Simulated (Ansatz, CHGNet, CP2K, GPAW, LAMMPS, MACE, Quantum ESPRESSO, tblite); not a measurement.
**Amorphous Ge (61 atoms) in tblite**

How near does tblite come to plane waves for amorphous Ge (61 atoms)?

Method: the method is named at each step, in tblite 0.8.0.

## Step 1: The starting structure

The cell holds 61 atoms: 61 Ge. Its edges and angles: a = 11.207 Å, b = 11.207 Å, c = 11.207 Å, α = 90.0°, β = 90.0°, γ = 90.0°. 61 atoms (61 Ge) placed at random at 5.23 g/cm³, melted at 3500 K for 10 ps at fixed volume with the Tersoff potential (Tersoff, Phys. Rev. B 39, 5566 (1989)). Quenched from 3500 K to 300 K at 6 K/ps and fixed volume, annealed at 1300 K for 20 ps, held 5 ps.

The yardstick, on the same geometry:

| Quantity | Value |
| --- | --- |
| method | Kohn-Sham DFT, PBE, SSSP efficiency 1.3.0 pseudopotentials, plane waves (Quantum ESPRESSO 7.5); sssp-pbe-1.3.0-efficiency, cutoffs 45/360 Ry, Γ point |
| r.m.s. force component | 0.4425 eV/Å |
| longest force | 1.405 eV/Å |
| pressure | 4.59 GPa |
| time | 3.1 min on 4 MPI ranks of Arm Neoverse V2, shared host |
| CPU time | 12 min |

## Step 2: GFN1-xTB

Method: GFN1-xTB tight binding, diagonalisation.

run.py

```python
import numpy as np
from ase.io import read
from tblite.ase import TBLite

atoms = read("structure.xyz")
atoms.calc = TBLite(method="GFN1-xTB", electronic_temperature=580, accuracy=1.0, max_iterations=250, mixer_damping=0.1, verbosity=1)
energy = atoms.get_potential_energy()
forces = atoms.get_forces()
print(f"energy {energy:.6f} eV")
print("forces (eV/A)")
for i, (a, f) in enumerate(zip(atoms, forces)):
    print(f"{i:4d} {a.symbol:2s} {f[0]:10.5f} {f[1]:10.5f} {f[2]:10.5f}")
stress = -atoms.get_stress(voigt=False) * 160.21766
print("stress (GPa, compression positive)")
for row in stress:
    print(" ".join(f"{x:10.4f}" for x in row))
print("charges (e)")
print(np.array2string(atoms.get_charges(), precision=4, suppress_small=True, max_line_width=110, threshold=100000))
```

structure.xyz

```xyz
61
Lattice="11.20750 0.00000 0.00000 0.00000 11.20750 0.00000 0.00000 0.00000 11.20750" Properties=species:S:1:pos:R:3 pbc="T T T"
Ge 1.20514 7.66559 9.10890
Ge 0.09885 11.01731 3.94807
Ge 5.87889 10.59916 9.05454
Ge 2.84760 1.67507 9.96044
Ge 9.84400 2.49457 0.06355
Ge 6.70668 0.06993 5.61989
Ge 10.45929 7.13559 10.56273
Ge 1.03849 3.60254 4.73080
Ge 4.38437 3.65992 2.46531
Ge 4.39939 0.63434 5.20532
Ge 10.10244 11.19282 10.79383
Ge 4.63015 3.17217 5.19378
Ge 9.91315 6.05676 3.27147
Ge 7.58367 9.93702 7.45523
Ge 2.43909 4.19967 10.23514
Ge 8.45292 2.38339 4.24417
Ge 10.70675 1.51525 7.54534
Ge 8.40025 7.78507 3.98371
Ge 1.76765 0.54300 2.35951
Ge 5.34161 1.65064 9.73730
Ge 9.48636 5.51319 8.86838
Ge 5.88360 5.19994 4.05711
Ge 6.16188 7.47731 3.07691
Ge 3.71361 8.30308 3.18663
Ge 0.35965 6.24504 1.26723
Ge 2.75368 7.15599 1.24616
Ge 2.89086 10.96430 6.85171
Ge 2.34136 7.66414 5.07162
Ge 10.04506 6.81842 6.90898
Ge 1.93285 2.94645 2.52359
Ge 3.89561 9.42484 8.36528
Ge 6.86818 7.86408 0.71280
Ge 7.69709 3.75339 0.83776
Ge 1.19853 9.78426 5.64511
Ge 2.73833 9.04434 10.65217
Ge 3.87656 10.82846 3.12734
Ge 7.83886 7.77778 6.37550
Ge 4.03470 5.09011 0.59949
Ge 2.64071 3.70173 6.51638
Ge 7.59521 0.11264 3.33894
Ge 0.66068 3.88979 0.65104
Ge 5.69767 2.26492 0.86298
Ge 1.56445 11.17220 11.18071
Ge 7.03719 5.45581 8.69455
Ge 6.94585 3.01829 8.46850
Ge 11.16458 8.90951 7.48459
Ge 6.84677 2.44929 6.10954
Ge 5.67604 0.02578 1.70791
Ge 9.15899 8.91859 0.52350
Ge 8.19100 4.33103 3.04250
Ge 0.36189 5.93460 5.04954
Ge 6.38413 5.56856 10.99691
Ge 5.25867 9.52660 11.20022
Ge 3.86883 7.24105 7.06442
Ge 5.97707 6.21512 6.54518
Ge 1.92836 1.68594 7.76231
[... 1 atom lines left out ...]
Ge 2.42194 5.61810 8.27192
Ge 9.42136 9.72699 2.90667
Ge 9.73192 10.59983 8.30902
Ge 9.38404 3.00641 8.94986
```

The run is started by

```sh
$ OMP_NUM_THREADS=1 python run.py > output.txt
```

Output:

```text
------------------------------------------------------------
  cycle        total energy    energy error   density error
------------------------------------------------------------
      1     -96.48966485147  -9.6487503E+01   3.9741245E-01
      2     -102.0980977131  -5.6084329E+00   2.4161663E-01
      3     -102.8953462299  -7.9724852E-01   1.9976377E-01
      4     -102.4835587068   4.1178752E-01   1.7158029E-01
      5     -102.8051259898  -3.2156728E-01   3.6670296E-02
      6     -102.9434676035  -1.3834161E-01   1.3249601E-02
      7     -102.9518628282  -8.3952247E-03   6.3576986E-03
      8     -102.9524356927  -5.7286453E-04   5.2360227E-03
      9     -102.9522963609   1.3933186E-04   3.0761946E-03
     10     -102.9526168203  -3.2045945E-04   5.5267039E-04
     11     -102.9526330305  -1.6210169E-05   3.5805640E-04
     12     -102.9526340590  -1.0285352E-06   3.0016729E-04
     13     -102.9526344042  -3.4514851E-07   1.3852816E-04
     14     -102.9526347382  -3.3404635E-07   4.3030904E-05
     15     -102.9526347616  -2.3404723E-08   3.5521545E-05
     16     -102.9526347535   8.0905949E-09   2.9510592E-05
     17     -102.9526347665  -1.2982341E-08   9.6862755E-06
------------------------------------------------------------
 total:                                   4.667 sec
energy -2801.483887 eV
forces (eV/A)
   0 Ge   -0.30978    0.08967    0.63439
   1 Ge   -0.43189   -0.00164   -0.33290
   2 Ge    0.08489   -0.60611    0.42569
   3 Ge    0.29442    0.90762    0.03758
   4 Ge   -0.20012    0.04997    0.27652
   5 Ge    0.14244   -0.06253   -0.04494
   6 Ge   -0.06888    0.26172   -0.28258
   7 Ge   -0.13407    0.05242   -0.27905
   8 Ge   -0.16969   -0.32581    0.17772
   9 Ge   -0.23846   -0.01926    0.17816
  10 Ge    0.08578   -0.51467   -0.28016
  11 Ge    0.56683   -0.03289    0.02591
  12 Ge    0.45336   -0.05429   -0.51097
  13 Ge   -0.00783    0.07919    0.13947
  14 Ge    0.22166   -0.77851   -0.12430
  15 Ge    0.10571   -1.23568    0.31681
  16 Ge    0.17196   -0.17524   -0.09654
  17 Ge   -0.06936    0.88389    0.44918
  18 Ge    0.05345   -0.19926   -0.36628
  19 Ge   -0.29238    0.10554   -0.15044
  20 Ge   -0.04908   -0.28220    0.30477
  21 Ge    0.31983   -0.12073   -0.26898
  22 Ge   -0.62658    0.06829   -0.28238
  23 Ge    0.50112    0.24668   -0.23550
[...]
53 Ge   -0.02109    0.26768    0.13881
  54 Ge    0.41751   -0.18631   -0.20170
  55 Ge   -0.52459    0.45301    0.25556
  56 Ge   -0.14228   -0.01343   -0.12574
  57 Ge   -0.03021   -0.10247   -0.26039
  58 Ge    0.00048   -0.00841    0.03021
  59 Ge    0.02168    0.88328    0.81333
  60 Ge    0.04780    0.49502   -0.05845
stress (GPa, compression positive)
    5.3887    -0.8300     0.9500
   -0.8300     5.7984    -0.9904
    0.9500    -0.9904     8.5476
charges (e)
[ 0.0555  0.0274 -0.056  -0.034   0.0213 -0.0344 -0.0484 -0.0192  0.0087  0.034   0.0789  0.0826 -0.0257
  0.0613 -0.0265  0.0018 -0.0085  0.0072 -0.0532  0.064   0.0048  0.0834 -0.0518  0.0286 -0.0173  0.0355
 -0.0378 -0.0086 -0.0136 -0.0004  0.0073 -0.0265 -0.0028 -0.0364  0.0312 -0.0456 -0.0177  0.0221 -0.0083
 -0.0009  0.0042 -0.0606  0.0597 -0.0202 -0.0066 -0.0251 -0.0114 -0.0612  0.0764 -0.0142  0.0375  0.0223
  0.0314  0.0452 -0.0066 -0.0648 -0.0107 -0.0247 -0.0287 -0.0545  0.0307]
```

It took 5.2 s on 1 thread of Arm Neoverse V2, shared host; peak memory 0.13 GiB.

Banners, paths, timers and routine set-up lines are dropped from the logs unmarked, and long logs keep their key lines alone; longer cuts are marked.

Numbers from this run, and their distance from the reference:

- r.m.s. force component: 0.3687 eV/Å
- r.m.s. difference of force components: 126.2 meV/Å
- longest difference of force vectors: 408.7 meV/Å
- force difference over r.m.s. force: 28.52 %
- slope of forces against the reference's: 0.8064
- correlation of force components: 0.9679
- pressure: 6.578 GPa
- pressure difference: 1.988 GPa

Local excerpt of 11 atoms (numbers count through the whole input) about Ge11, picked at random; x, y, z are measured from there.

| atom | x | y | z | distance (Å) | bonds | Mulliken charge (e) | Fx | Fy | Fz (eV/Å) |
| --- | --- | --- | --- | --- | --- | --- | --- | --- | --- |
| Ge11 | 0.00 | 0.00 | 0.00 | 0.00 | 4 | 0.08 | 0.09 | -0.51 | -0.28 |
| Ge5 | -0.26 | 2.51 | 0.48 | 2.57 | 4 | 0.02 | -0.20 | 0.05 | 0.28 |
| Ge60 | -0.37 | -0.59 | -2.48 | 2.58 | 4 | -0.05 | 0.02 | 0.88 | 0.81 |
| Ge49 | -0.94 | -2.27 | 0.94 | 2.63 | 4 | 0.08 | 0.10 | 0.42 | 0.08 |
| Ge43 | 2.67 | -0.02 | 0.39 | 2.70 | 4 | 0.06 | -0.64 | -0.12 | 0.19 |
| Ge61 | -0.72 | 3.02 | -1.84 | 3.61 | 4 | 0.03 | 0.05 | 0.50 | -0.06 |
| Ge17 | 0.60 | 1.53 | -3.25 | 3.64 | 4 | -0.01 | 0.17 | -0.18 | -0.10 |
| Ge59 | -0.68 | -1.47 | 3.32 | 3.69 | 4 | -0.03 | 0.00 | -0.01 | 0.03 |
| Ge19 | 2.87 | 0.56 | 2.77 | 4.03 | 4 | -0.05 | 0.05 | -0.20 | -0.37 |
| Ge7 | 0.36 | -4.06 | -0.23 | 4.08 | 4 | -0.05 | -0.07 | 0.26 | -0.28 |
| Ge46 | 1.06 | -2.28 | -3.31 | 4.16 | 4 | -0.03 | 0.16 | -0.47 | -0.13 |

Atoms are counted from 1 here, from 0 in the log.

Forces lie 29 % from the reference's, at 0.0069 times its CPU time (on 1 against 4 cores).

## Step 3: Results

```json
{
 "force difference from the reference": "tblite GFN1-xTB, 29 %",
 "its CPU time": "5.2 s"
}
```

In words: Tight binding differs by 29 % (tblite GFN1-xTB); it is another model, with fitted parameters of its own, and the xTB methods hold dispersion. One electronic-structure run takes under half the reference's CPU time: tblite GFN1-xTB, at 29 % in 5.2 s against 12 min; its pressure misses by +2.0 GPa. Periodic xTB results under one method name differ between programs and library versions. The reference's pressure holds the uncorrected Pulay stress of its 45 Ry basis, so small pressure differences, and their order, may be the reference's own error. The quench rate of 6 K/ps is many orders above laboratory rates, so the cell is likely richer in defects and strain than a real sample. The network of bonds at the start is that of the classical potential that made the cell, and needn't be the one that DFT or experiment would give. The reference's stress is far from hydrostatic: its diagonal is 3.2, 3.7, 6.8 GPa, compression counted positive. The electronic-structure runs sample only Γ, in a cell whose shortest periodic width is 11 Å, which is coarse for a cell with partly filled levels.

[Also dropped from logs without a mark: logging warnings of Python, and SIESTA's first energy breakdown and zero terms.]

[Logs are printed without paths, hosts, clocks, repeated set-up lines and the standing remarks that a program may print on its own settings, such as how far it seeks lower states.]

[Hosts, paths, dates, database ids (printed as entryN), source tags and the programs' standing remarks are cut or masked in the printed files.]
